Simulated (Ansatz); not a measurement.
# How fast states decay through BaCaBr4

Aim: relax a made-up compound, BaCaBr4, and see how good a tunnel barrier it would be. It is built by putting Br for I, Ca for Sr in the BaSrI4 structure of space group P4/mmm, with the volume rescaled by atomic radii. The parent structure comes from the Materials Project.

Program: Ansatz 0.2.0. Level of theory: PBE DFT, plane waves, PAW files, in the first sound run; inputs show where later runs differ. Results are calculated unless marked as measured.

The structure was built from a prototype and need not be the compound's stable phase.

### 1. Starting point

Symmetry: P4/mmm, No. 123, tetragonal system. The conventional cell has a = 5.478 Å, b = 5.478 Å, c = 7.784 Å, α = 90.00°, β = 90.00°, γ = 90.00°. Ba has 8 Br at 3.40 Å nearest. Nearest to Ca lie 8 Br at 3.32 Å. Nearest to Br lie 2 Ca at 3.32 Å and 2 Ba at 3.40 Å. It derives from BaSrI4. Br for I, Ca for Sr in the BaSrI4 structure of space group P4/mmm. Farther neighbours and most contacts between anions are not listed.

### 2. Relaxing the new crystal

The substituted atoms don't fit the parent's cell, so cell and atoms relax together. A small smearing keeps the run stable in case the gap closes on the way.

input.yaml reads:

```yaml
crystal:
  lattice:
    - [5.4783800962, 0.0, 0.0]
    - [0.0, 5.4783800962, 0.0]
    - [0.0, 0.0, 7.7839778244]
  atoms:
    - { symbol: Ba, position: [0.5, 0.5, 0.0] }
    - { symbol: Ca, position: [0.0, 0.0, 0.5] }
    - { symbol: Br, position: [0.0, 0.5, 0.257945] }
    - { symbol: Br, position: [0.5, 0.0, 0.257945] }
    - { symbol: Br, position: [0.0, 0.5, 0.742055] }
    - { symbol: Br, position: [0.5, 0.0, 0.742055] }
kpoints:
  mp_grid: { grid: [4, 4, 4] }
scf:
  occupations: { method: gaussian, width: 0.03 }
hamiltonian:
  xc: pbe
output:
  forces: true
  stress: true
relax:
  f_tol: 0.02
  max_steps: 60
  cell: {}
```

Command:

```sh
$ ansatz run input.yaml --threads 2 --pin off --max-ram 4096MiB --backend cpu --events-out ev --progress --plain --runs-dir out
```

Numbers of over 12 decimals in the logs are rounded to 6 here.

Output:

```text
Engine: ansatz 0.2.0, aarch64-unknown-linux-gnu
Pseudopotentials: kind: paw
Pseudopotential: Ba, paw, valence charge 10, recommended cutoff 420 eV (normal), Ba.paw.azcp
Pseudopotential: Ca, paw, valence charge 10, recommended cutoff 420 eV (normal), Ca.paw.azcp
Pseudopotential: Br, paw, valence charge 7, recommended cutoff 420 eV (normal), Br.paw.azcp
Functional definition: PBE
  parameter kappa = 0.804
  parameter beta = 0.066725
  exchange = pbe_x(kappa = kappa, mu = beta*pi^2/3)
  correlation = pbe_c(beta = beta)
Crystal: 6 atoms, lattice volume = 233.618 Å³
Basis set: ecut = 420 eV, 4535 PW (Γ), exchange–correlation on 80×80×108 points (8 copies of the dense FFT grid, shifted against one another)
Bands: 30, of which v1, the nominal top of the filled ones, is band 24 counted from 1 (23 counted from 0)
Symmetry: 16 space group operations
Space group: P4/mmm (ITA 123), of the structure as read, at distance tolerance 6.2e-5 Å
k-points: 18 of 64
Non-local potential: Ba, projectors of the file, l = 0: 3, l = 1: 2, l = 2: 2, l = 3: 2
Non-local potential: Ca, projectors of the file, l = 0: 3, l = 1: 2, l = 2: 2
Non-local potential: Br, projectors of the file, l = 0: 2, l = 1: 2, l = 2: 2
PAW form: soft (Blöchl's): semilocal exchange-correlation on the pseudo side does not see the compensation charge
PAW one-centre angular grid: Ba, 194 points (default); XC on 64 Gauss nodes
PAW one-centre angular grid: Ca, 110 points (default); XC on 64 Gauss nodes
PAW one-centre angular grid: Br, 110 points (default); XC on 64 Gauss nodes
Initial density: superposition of atomic densities (neutral atoms: chi_scale 0, normalization atom), corrected by the library's trained network
Initial wavefunctions: pseudopotential atomic-orbital guess
Functional: x = pbe(κ = 0.804, μ = 0.219515), c = pbe(β = 0.066725)
SCF iter   1: F=—  HF=-18911.463789 eV  |F-HF|=—  |Δ(HF+E_count)|=         —  Δρ=8.09e-4  dr2=8.92e-3  ethr=1.77e-3  ⟨swp⟩=13.4  Hψ=3702  notcnv=0
preconditioner: auto → Resta (q_TF=auto, 2.096 Å⁻¹)  ε∞=3.2  [insulator: Δε(μ)=3.616 eV  Ē_g=9.989 eV  σ=0.030 eV  W_gap=1.00  n_scr=36 (ndim 8)  ℏωp=15.0 eV  f_vac=0.104  D(μ)=0.00/eV (n_scr^D=0)  ε∞_Penn≈3.2]
SCF iter   2: F=—  HF=-18911.466533 eV  |F-HF|=—  |Δ(HF+E_count)|=   2.74e-3  Δρ=4.55e-4  dr2=9.49e-4  ethr=1.86e-5  ⟨swp⟩=2.7  Hψ=1082  notcnv=0  defer=23
SCF iter   3: F=—  HF=-18911.466839 eV  |F-HF|=—  |Δ(HF+E_count)|=   3.06e-4  Δρ=2.17e-4  dr2=2.25e-4  ethr=1.98e-6  ⟨swp⟩=2.2  Hψ=793  notcnv=0  defer=23
SCF iter   4: F=—  HF=-18911.467081 eV  |F-HF|=—  |Δ(HF+E_count)|=   2.42e-4  Δρ=6.64e-5  dr2=2.90e-5  ethr=4.69e-7  ⟨swp⟩=2.1  Hψ=753  notcnv=0  defer=23
SCF iter   5: F=—  HF=-18911.467044 eV  |F-HF|=—  |Δ(HF+E_count)|=   3.72e-5  Δρ=1.57e-5  dr2=1.24e-6  ethr=6.04e-8  ⟨swp⟩=2.0  Hψ=710  notcnv=0  defer=23
SCF iter   6: F=-18911.467046 eV  HF=-18911.467045 eV  |F-HF|=1.10e-7  |Δ(HF+E_count)|=   1.88e-6  Δρ=3.83e-6  dr2=5.26e-8  ethr=2.08e-10  ⟨swp⟩=3.9  Hψ=2497  notcnv=0
SCF 1 converged in 6 iterations: F = -18911.467046 eV  dr2 = 5.26e-8
  greatest PAW one-centre occupation: 0.995 electrons in one spin orbital (limit 2), on the Ca atom at site 1 (counted from 0), in its partial waves of l = 0
relax step   1: F+E_penalty+E_count = -18911.46704552 eV  Δ(F+E_penalty+E_count) = +0.000e0 eV  max|allowed force component| = 1.990e-1 eV/Å  Δτ_max = 0.0000 Å  P = -2.315 GPa  Ω = 233.618 Å³  (6 SCF iters, dr2 threshold 1.00e-7 eV, accepted)
Crystal: 6 atoms, lattice volume = 216.763 Å³
Basis set: ecut = 420 eV, 4193 PW (Γ), exchange–correlation on 80×80×108 points (8 copies of the dense FFT grid, shifted against one another)
Initial density: handed on by an earlier stage of this run
Initial wavefunctions: those handed on with the density
iter 1 solved again at ethr=1.20e-4 eV; its pass at ethr=3.10e-3 eV (dr2=5.74e-2 eV) is discarded
SCF iter   1: F=—  HF=-18911.689858 eV  |F-HF|=—  |Δ(HF+E_count)|=         —  Δρ=2.97e-3  dr2=5.85e-2  ethr=1.20e-4  ⟨swp⟩=2.1  Hψ=3386  notcnv=0
preconditioner: auto → Resta (q_TF=auto, 2.122 Å⁻¹)  ε∞=3.4  [insulator: Δε(μ)=3.636 eV  Ē_g=10.102 eV  σ=0.030 eV  W_gap=1.00  n_scr=36 (ndim 8)  ℏωp=15.5 eV  f_vac=0.077  D(μ)=0.00/eV (n_scr^D=0)  ε∞_Penn≈3.4]
SCF iter   2: F=—  HF=-18911.672343 eV  |F-HF|=—  |Δ(HF+E_count)|=   1.75e-2  Δρ=1.45e-3  dr2=1.41e-2  ethr=1.20e-4  ⟨swp⟩=3.3  Hψ=969  notcnv=0
SCF iter   3: F=—  HF=-18911.667868 eV  |F-HF|=—  |Δ(HF+E_count)|=   4.48e-3  Δρ=4.60e-4  dr2=1.16e-3  ethr=2.94e-5  ⟨swp⟩=3.2  Hψ=942  notcnv=0
SCF iter   4: F=—  HF=-18911.668043 eV  |F-HF|=—  |Δ(HF+E_count)|=   1.75e-4  Δρ=1.02e-4  dr2=4.48e-5  ethr=2.41e-6  ⟨swp⟩=2.7  Hψ=995  notcnv=0
SCF iter   5: F=—  HF=-18911.668118 eV  |F-HF|=—  |Δ(HF+E_count)|=   7.49e-5  Δρ=2.20e-5  dr2=1.88e-6  ethr=9.34e-8  ⟨swp⟩=2.3  Hψ=805  notcnv=0
SCF iter   6: F=-18911.668124 eV  HF=-18911.668124 eV  |F-HF|=3.48e-7  |Δ(HF+E_count)|=   5.94e-6  Δρ=6.40e-6  dr2=1.48e-7  ethr=1.25e-9  ⟨swp⟩=4.9  Hψ=1973  notcnv=0
SCF 2 converged in 6 iterations: F = -18911.668124 eV  dr2 = 1.48e-7
relax step   2: F+E_penalty+E_count = -18911.66812386 eV  Δ(F+E_penalty+E_count) = -2.011e-1 eV  max|allowed force component| = 7.032e-2 eV/Å  Δτ_max = 0.0454 Å  P = -0.902 GPa  Ω = 216.763 Å³  energy of the carried Pulay correction = +7.534e-4 eV  (6 SCF iters, dr2 threshold 6.00e-7 eV, accepted)
Crystal: 6 atoms, lattice volume = 207.113 Å³
Basis set: ecut = 420 eV, 4089 PW (Γ), exchange–correlation on 80×80×108 points (8 copies of the dense FFT grid, shifted against one another)
iter 1 solved again at ethr=4.38e-5 eV; its pass at ethr=3.10e-3 eV (dr2=2.10e-2 eV) is discarded
SCF iter   1: F=—  HF=-18911.701026 eV  |F-HF|=—  |Δ(HF+E_count)|=         —  Δρ=1.83e-3  dr2=2.14e-2  ethr=4.38e-5  ⟨swp⟩=2.1  Hψ=3386  notcnv=0
preconditioner: auto → Resta (q_TF=auto, 2.138 Å⁻¹)  ε∞=3.4  [insulator: Δε(μ)=3.735 eV  Ē_g=10.352 eV  σ=0.030 eV  W_gap=1.00  n_scr=36 (ndim 8)  ℏωp=15.9 eV  f_vac=0.075  D(μ)=0.00/eV (n_scr^D=0)  ε∞_Penn≈3.4]
SCF iter   2: F=—  HF=-18911.694711 eV  |F-HF|=—  |Δ(HF+E_count)|=   6.32e-3  Δρ=9.26e-4  dr2=5.39e-3  ethr=4.38e-5  ⟨swp⟩=3.2  Hψ=898  notcnv=0
SCF iter   3: F=—  HF=-18911.693089 eV  |F-HF|=—  |Δ(HF+E_count)|=   1.62e-3  Δρ=2.85e-4  dr2=4.04e-4  ethr=1.12e-5  ⟨swp⟩=2.8  Hψ=947  notcnv=0
SCF iter   4: F=—  HF=-18911.693218 eV  |F-HF|=—  |Δ(HF+E_count)|=   1.29e-4  Δρ=6.54e-5  dr2=1.72e-5  ethr=8.42e-7  ⟨swp⟩=2.7  Hψ=981  notcnv=0
SCF iter   5: F=—  HF=-18911.693251 eV  |F-HF|=—  |Δ(HF+E_count)|=   3.29e-5  Δρ=1.85e-5  dr2=1.75e-6  ethr=3.58e-8  ⟨swp⟩=2.2  Hψ=858  notcnv=0
SCF iter   6: F=-18911.693255 eV  HF=-18911.693254 eV  |F-HF|=3.03e-7  |Δ(HF+E_count)|=   3.13e-6  Δρ=5.53e-6  dr2=1.04e-7  ethr=1.25e-9  ⟨swp⟩=4.9  Hψ=1953  notcnv=0
SCF 3 converged in 6 iterations: F = -18911.693255 eV  dr2 = 1.04e-7
relax step   3: F+E_penalty+E_count = -18911.69325455 eV  Δ(F+E_penalty+E_count) = -2.513e-2 eV  max|allowed force component| = 1.836e-2 eV/Å  Δτ_max = 0.0257 Å  P = +0.258 GPa  Ω = 207.113 Å³  energy of the carried Pulay correction = +1.211e-3 eV  (6 SCF iters, dr2 threshold 6.00e-7 eV, accepted)
[...]
relax step   4: F+E_penalty+E_count = -18911.69482782 eV  Δ(F+E_penalty+E_count) = -1.573e-3 eV  max|allowed force component| = 6.008e-5 eV/Å  Δτ_max = 0.0044 Å  P = -0.020 GPa  Ω = 209.186 Å³  energy of the carried Pulay correction = +1.111e-3 eV  (5 SCF iters, dr2 threshold 1.95e-7 eV, accepted)
Basis set: ecut = 420 eV, 4121 PW (Γ), exchange–correlation on 72×72×108 points (8 copies of the dense FFT grid, shifted against one another)
Initial wavefunctions: pseudopotential atomic-orbital guess (no wavefunctions were taken with the density)
iter 1 solved again at ethr=2.96e-6 eV; its pass at ethr=3.10e-3 eV (dr2=1.42e-3 eV) is discarded
SCF iter   1: F=—  HF=-18911.693363 eV  |F-HF|=—  |Δ(HF+E_count)|=         —  Δρ=6.28e-5  dr2=1.19e-6  ethr=2.96e-6  ⟨swp⟩=3.3  Hψ=5109  notcnv=0
eigensolver tolerance schedule: the retry pair's looser diagonalisation over-reported the residual by 1189.39 of it (diagonalisation noise at an unbounded share of the residual, at the tolerance the schedule requests for it); recorded, not acted on — ethr = c·dr2/N_el stays at c = 1.0e-1
preconditioner: auto → Resta (q_TF=auto, 2.135 Å⁻¹)  ε∞=3.3  [insulator: Δε(μ)=3.801 eV  Ē_g=10.418 eV  σ=0.030 eV  W_gap=1.00  n_scr=36 (ndim 8)  ℏωp=15.8 eV  f_vac=0.084  D(μ)=0.00/eV (n_scr^D=0)  ε∞_Penn≈3.3]
SCF iter   2: F=—  HF=-18911.693473 eV  |F-HF|=—  |Δ(HF+E_count)|=   1.10e-4  Δρ=3.24e-5  dr2=3.07e-7  ethr=2.49e-9  ⟨swp⟩=2.8  Hψ=1022  notcnv=0
SCF iter   3: F=—  HF=-18911.693474 eV  |F-HF|=—  |Δ(HF+E_count)|=   1.14e-6  Δρ=1.88e-6  dr2=7.45e-9  ethr=6.40e-10  ⟨swp⟩=2.0  Hψ=972  notcnv=0
SCF iter   4: F=—  HF=-18911.693474 eV  |F-HF|=—  |Δ(HF+E_count)|=   1.07e-8  Δρ=5.33e-7  dr2=1.28e-9  ethr=1.55e-11  ⟨swp⟩=2.0  Hψ=754  notcnv=0
SCF iter   5: F=—  HF=-18911.693474 eV  |F-HF|=—  |Δ(HF+E_count)|=   3.14e-9  Δρ=1.77e-7  dr2=1.83e-10  ethr=2.67e-12  ⟨swp⟩=2.2  Hψ=757  notcnv=0
SCF iter   6: F=-18911.693474 eV  HF=-18911.693474 eV  |F-HF|=0.00e0  |Δ(HF+E_count)|=  5.53e-10  Δρ=2.89e-8  dr2=2.77e-12  ethr=1.00e-12  ⟨swp⟩=4.8  Hψ=1925  notcnv=0
SCF 5 converged in 6 iterations: F = -18911.693474 eV  dr2 = 2.77e-12
relax step   5: F+E_penalty+E_count = -18911.69347432 eV  Δ(F+E_penalty+E_count) = +1.353e-3 eV  max|allowed force component| = 5.592e-5 eV/Å  Δτ_max = 0.0000 Å  P = -0.018 GPa  Ω = 209.186 Å³  stress off target by 1.85e-2 GPa  SCF on the basis re-selected at this cell (its energy is not comparable with the rows above)  (6 SCF iters)
basis re-selected at this cell: Δ(F+E_penalty+E_count) = +1.353e-3 eV, ΔP = +0.002 GPa vs the last step (what re-selecting the basis moved, of the pressure what is left beyond the Pulay correction that the steps carried, after the strain that the cell walked since its last selection, with what the two solves' SCF thresholds leave and, on support functions, any second-order correction that the steps lacked; it is no measure of the basis error at this ecutwfc). The dense FFT grid was sized anew with the basis: this SCF ran on 36×36×54 points, the steps before it on 40×40×54, so part of this shift can come from that change (see relax.cell in the input reference). [rest of the remark cut]
SCF converged after 6 iterations
Free energy (F): -18911.693474 eV
Harris-Foulkes:  -18911.693474 eV  (|F-HF|=0.00e0)
Internal energy: -18911.693474 eV  (E = F + TS)
E sigma→0 (E₀):  -18911.693474 eV
Fermi energy:    5.063630 eV
--- Per-component energies (eV) ---
  E_band       = -311.860117
  E_kinetic    = 979.803617
  E_local      = -2133.591785  (includes V_loc(G=0)·N_el)
  E_nonlocal   = 401.132158
  E_hartree    = 655.439768
  E_xc         = -1365.552110
  E_vxc        = -723.799251  (∫ρ·V_xc dr)
  E_paw        = -15070.289096  (= ΣΔE_a)
  E_vpaw       = -146.284423  (= ΣTr[D̂ρ^β])
  E_aug_tail   = -0.000008  (compensation charges beyond the density's cutoff)
  E_ewald      = -2378.636018
  E_smearing   = -0.000000  (= −TS)
  E_closure    = -0.000000  (closes the sum)
  Σ components = -18911.693474   (vs F -18911.693474, Δ=0.00e0)
--- Forces (eV/Å), atoms counted from 1 ---
  atom   1  Ba     0.00000000     0.00000000     0.00000000
  atom   2  Ca     0.00000000    -0.00000000     0.00000000
  atom   3  Br     0.00000000     0.00000000    -0.00005592
  atom   4  Br     0.00000000     0.00000000    -0.00005592
  atom   5  Br     0.00000000     0.00000000     0.00005592
  atom   6  Br     0.00000000     0.00000000     0.00005592
  max |Σ_I F_I| component: 1.18e-30 eV/Å
--- Stress (GPa, compression-positive) ---
       -0.018536       0.000000       0.000000
        0.000000      -0.018536       0.000000
        0.000000       0.000000      -0.017146
  P = ⅓ Tr σ = -0.0181 GPa (-0.181 kbar)
--- Relaxed structure (4 steps of the walk, 4 accepted, 1 SCFs on fresh bases) ---
  F+E_penalty+E_count = -18911.69347432 eV   max|allowed force component| = 5.592e-5 eV/Å   (the final SCF, on the basis selected at the relaxed cell)
  cell:  # Å, volume = 209.1862 Å³
    - [5.261255, 0, 0.0]
    - [0, 5.261255, 0.0]
    - [0.0, 0.0, 7.557087]
  atoms:
    - { symbol: Ba, position: [0.5, 0.5, -1.4857214953679734e-19] }
    - { symbol: Ca, position: [0, 0, 0.5] }
    - { symbol: Br, position: [0, 0.5, 0.266509] }
    - { symbol: Br, position: [0.5, 0, 0.266509] }
    - { symbol: Br, position: [0, 0.5, 0.733491] }
    - { symbol: Br, position: [0.5, 0, 0.733491] }
```

Wall time 13 s (2 threads of Arm Neoverse V2, shared host); peak memory 0.51 GiB.

Relaxation path:

| step | energy less that of the first step (eV) | largest force component (eV/Å) | pressure (GPa) | volume (Å³) |
| --- | --- | --- | --- | --- |
| 1 | 0.0000 | 0.1990 | -2.31 | 233.62 |
| 2 | -0.2011 | 0.0703 | -0.90 | 216.76 |
| 3 | -0.2262 | 0.0184 | 0.26 | 207.11 |
| 4 | -0.2278 | 0.0001 | -0.02 | 209.19 |
| 5* | -0.2264 | 0.0001 | -0.02 | 209.19 |

Relaxation steps marked * repeat the geometry before them on a plane-wave basis chosen anew for their cell, so energy and pressure can jump there.

The run keeps the 16 symmetry operations that it works with, so distortions that break them were not tested.

| conventional cell, symmetrised | before | after | change |
| --- | --- | --- | --- |
| a (Å) | 5.478 | 5.261 | -4.0 % |
| b (Å) | 5.478 | 5.261 | -4.0 % |
| c (Å) | 7.784 | 7.557 | -2.9 % |
| volume (Å³/atom) | 38.94 | 34.86 | -10.5 % |

The atoms that moved most (Å, as changes of fractional coordinates times the final cell):

| atom | dx | dy | dz | length |
| --- | --- | --- | --- | --- |
| Br3 | 0.000 | 0.000 | 0.065 | 0.065 |
| Br4 | 0.000 | 0.000 | 0.065 | 0.065 |
| Br5 | 0.000 | 0.000 | -0.065 | 0.065 |
| Br6 | 0.000 | 0.000 | -0.065 | 0.065 |

The relaxed structure:

```cif
data_structure
_symmetry_space_group_name_H-M 'P 1'
_symmetry_Int_Tables_number 1
_cell_length_a 5.2613
_cell_length_b 5.2613
_cell_length_c 7.5571
_cell_angle_alpha 90.000
_cell_angle_beta 90.000
_cell_angle_gamma 90.000
_cell_volume 209.19
loop_
_atom_site_label
_atom_site_type_symbol
_atom_site_fract_x
_atom_site_fract_y
_atom_site_fract_z
_atom_site_occupancy
Ba1 Ba 0.50000 0.50000 0.00000 1
Ca2 Ca 0.00000 0.00000 0.50000 1
Br3 Br 0.00000 0.50000 0.26651 1
Br4 Br 0.50000 0.00000 0.26651 1
Br5 Br 0.00000 0.50000 0.73349 1
Br6 Br 0.50000 0.00000 0.73349 1
```

Numbers from this step:

* free energy: -18911.6935 eV
* Fermi energy: 5.064 eV
* pressure: -0.01807 GPa

The largest force component on a free atom ends at 5.6e-5 eV/Å.

### 3. The bulk crystal and its band edges

The energy window and the wavevectors of the next steps follow from the band edges, so these are searched first, off the mesh as well.

input.yaml reads:

```yaml
crystal:
  lattice:
    - [5.2612547594, 0.0, 0.0]
    - [0.0, 5.2612547594, 0.0]
    - [0.0, 0.0, 7.5570866785]
  atoms:
    - { symbol: Ba, position: [0.5, 0.5, 0.0] }
    - { symbol: Ca, position: [0.0, 0.0, 0.5] }
    - { symbol: Br, position: [0.0, 0.5, 0.2665090704] }
    - { symbol: Br, position: [0.5, 0.0, 0.2665090704] }
    - { symbol: Br, position: [0.0, 0.5, 0.7334909296] }
    - { symbol: Br, position: [0.5, 0.0, 0.7334909296] }
kpoints:
  mp_grid: { grid: [4, 4, 4] }
  band_path: { path: [VBM, CBM], npoints: 30 }
scf:
  occupations: { method: fixed }
hamiltonian:
  xc: pbe
output:
  eigenvalues: true
  write_potential: true
  write_density: true
  volumetric_format: npy
```

Output:

```text
[...]
Crystal: 6 atoms, lattice volume = 209.186 Å³
Basis set: ecut = 420 eV, 4121 PW (Γ)
Bands: 30, of which v1, the nominal top of the filled ones, is band 24 counted from 1 (23 counted from 0)
Symmetry: 16 space group operations
[...]
k-points: 18 of 64
[...]
SCF iter   1: F=—  HF=-18911.692181 eV  |F-HF|=—  |Δ(HF+E_count)|=         —  Δρ=7.84e-4  dr2=6.83e-3  ethr=1.77e-3  ⟨swp⟩=7.6  Hψ=2807  notcnv=0  defer=66
[...]
SCF iter   6: F=-18911.693578 eV  HF=-18911.693577 eV  |F-HF|=9.50e-8  |Δ(HF+E_count)|=   2.19e-6  Δρ=3.33e-6  dr2=3.64e-8  ethr=2.08e-10  ⟨swp⟩=15.6  Hψ=3924  notcnv=0
SCF 1 converged in 6 iterations: F = -18911.693578 eV  dr2 = 3.64e-8
[...]
NSCF: frozen V_eff on 40 k-points
[...]
SCF converged after 6 iterations
Free energy (F): -18911.693578 eV
[...]
Internal energy: -18911.693578 eV  (E = F + TS)
E sigma→0 (E₀):  -18911.693578 eV
Fermi energy:    3.163109 eV
[...]
--- Band table (eV; the first three rows and the last of 18) ---
  k-point 0: bands = [... 20 lower, 2.7386, 2.7740, 2.7740, 3.1005, 6.9644, 7.7027, 7.7376, 7.8733, ... 2 higher]
  k-point 1: bands = [... 20 lower, 2.6896, 2.7049, 2.8499, 2.8499, 7.2169, 7.7944, 7.8743, 8.1221, ... 2 higher]
  k-point 2: bands = [... 20 lower, 2.6694, 2.6694, 2.8973, 2.8973, 7.4267, 7.8658, 7.9759, 8.6211, ... 2 higher]
  k-point 17: bands = [... 20 lower, 2.7409, 2.9355, 3.0122, 3.0955, 7.9093, 8.0043, 8.0542, 8.1827, ... 2 higher]
```

It took 15 s on 2 threads; peak memory 0.45 GiB.

Reading the cycles: dr2 is the Hartree energy of the density residual (eV), the measure of convergence; HF is the Harris–Foulkes estimate of the energy, which meets the free energy F at convergence.

Numbers from this step:

| Quantity | Value |
| --- | --- |
| free energy | -18911.6936 eV |
| Fermi energy | 3.163 eV |
| gap on the k-mesh | 3.801 eV |
| gap on path | 3.801 eV, by band count; negative where bands overlap |
| direct gap on path | 3.864 eV |
| edge places on path | 0, 0.8445 1/A along the path |

Electronic bands along the path, in eV, zero at the Fermi level (highest filled level under fixed occupations); v1 is the highest filled band, c1 the lowest empty one:

| point | v4 | v3 | v2 | v1 | c1 | c2 | c3 | c4 |
| --- | --- | --- | --- | --- | --- | --- | --- | --- |
| VBM | -0.47 | -0.36 | 0.00 | 0.00 | 3.92 | 4.60 | 5.01 | 5.01 |
| halfway | -0.41 | -0.37 | -0.36 | -0.14 | 4.58 | 4.72 | 5.01 | 5.13 |
| CBM | -0.42 | -0.39 | -0.39 | -0.06 | 3.80 | 4.54 | 4.57 | 4.71 |

The searched edges give 3.80 eV, as on the mesh.

(Continued in part 2 of 2.)

[Logs are printed without paths, hosts, clocks, repeated set-up lines and the standing remarks that a program may print on its own settings, such as how far it seeks lower states.]

[Hosts, paths, dates, database ids (printed as entryN), source tags and the programs' standing remarks are cut or masked in the printed files.]
